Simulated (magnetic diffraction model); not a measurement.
**Sr2TaFeS6: what an assumed order does to the neutron pattern**

Space group Fm-3m (no. 225), a = 9.2560 Å.

```
site  atom    x    y       z
  4a    Ta    0    0       0
  8c    Sr  1/4  1/4     3/4
  4b    Fe  1/2    0       0
 24e     S    0    0  0.7630
```

This is a made-up structure (elements placed in a structure type, unrelaxed), so the numbers test the method and describe no known phase.

Only Fe is taken to order (form factors of Fe3+); orders and moment sizes are assumed, and not adapted to the symmetry. Radiation: neutrons of λ = 2.567 Å, 3° to 100°; isotropic B of 0.29 Å² (Ta), 0.38 Å² (Sr), 0.3 Å² (Fe) and 0.48 Å² (S). Simulated constant-wavelength pattern: nuclear and magnetic terms add, the magnetic one as |2.695 fm × Σ f S⊥ exp(2πi Q·r) exp(−B s²)|², summed over all Q at one angle with the factor 1/(sin²θ cos θ). For collinear order S is the moment m, which repeats by lattice and centring translations R with the sign exp(−2πi k·R). Free-ion form factors, Sears's scattering lengths of 1992, no absorption; a label names one of the reflections at its angle. The strongest nuclear line in the range is 100, and lines under 0.2 are left out.

Assume the order k = (1 0 0), collinear moments along [101], 3.94 μB on Fe.

Predict the pattern, nuclear and magnetic parts apart.

| 2θ (°) | index | nuclear | magnetic |
| --- | --- | --- | --- |
| 15.94 | (1 0 0) | 0.0 | 10.9 |
| 22.62 | (0 1 1) | 0.0 | 15.7 |
| 27.79 | (1 1 1) | 0.4 | 0.0 |
| 32.20 | (2 0 0) | 10.2 | 0.0 |
| 36.13 | (1 2 0) | 0.0 | 10.4 |
| 39.71 | (2 1 1) | 0.0 | 7.0 |
| 46.18 | (2 2 0) | 100.0 | 0.0 |
| 49.16 | (3 0 0) | 0.0 | 6.0 |
| 52.02 | (0 3 1) | 0.0 | 4.6 |
| 54.76 | (3 1 1) | 2.2 | 0.0 |
| 57.42 | (2 2 2) | 15.5 | 0.0 |
| 60.00 | (3 2 0) | 0.0 | 2.5 |
| 62.51 | (2 3 1) | 0.0 | 5.2 |
| 67.38 | (4 0 0) | 97.4 | 0.0 |
| 69.74 | (3 2 2) | 0.0 | 3.9 |
| 72.08 | (4 1 1) | 0.0 | 2.4 |
| 74.38 | (3 3 1) | 3.6 | 0.0 |
| 76.65 | (4 2 0) | 9.1 | 0.0 |
| 78.91 | (1 4 2) | 0.0 | 3.0 |
| 81.14 | (2 3 3) | 0.0 | 1.3 |
| 85.58 | (4 2 2) | 79.3 | 0.0 |
| 87.79 | (5 0 0) | 0.0 | 1.2 |
| 89.99 | (4 3 1) | 0.0 | 2.8 |
| 92.20 | (3 3 3) | 1.8 | 0.0 |
| 96.62 | (5 2 0) | 0.0 | 2.3 |
| 98.84 | (2 5 1) | 0.0 | 1.6 |

The strongest magnetic line in the range is (0 1 1) at 22.62° (15.7). On top of the Lorentz factor, which all lines share, magnetic lines fade with angle because f falls: for Fe3+ it is 0.92, 0.72, 0.50 and 0.17 at sin θ/λ = 0.1, 0.2, 0.3 and 0.5 Å⁻¹, while nuclear lengths stay constant. The order has no net moment.

[Logs are printed without paths, hosts, clocks, repeated set-up lines and the standing remarks that a program may print on its own settings, such as how far it seeks lower states.]
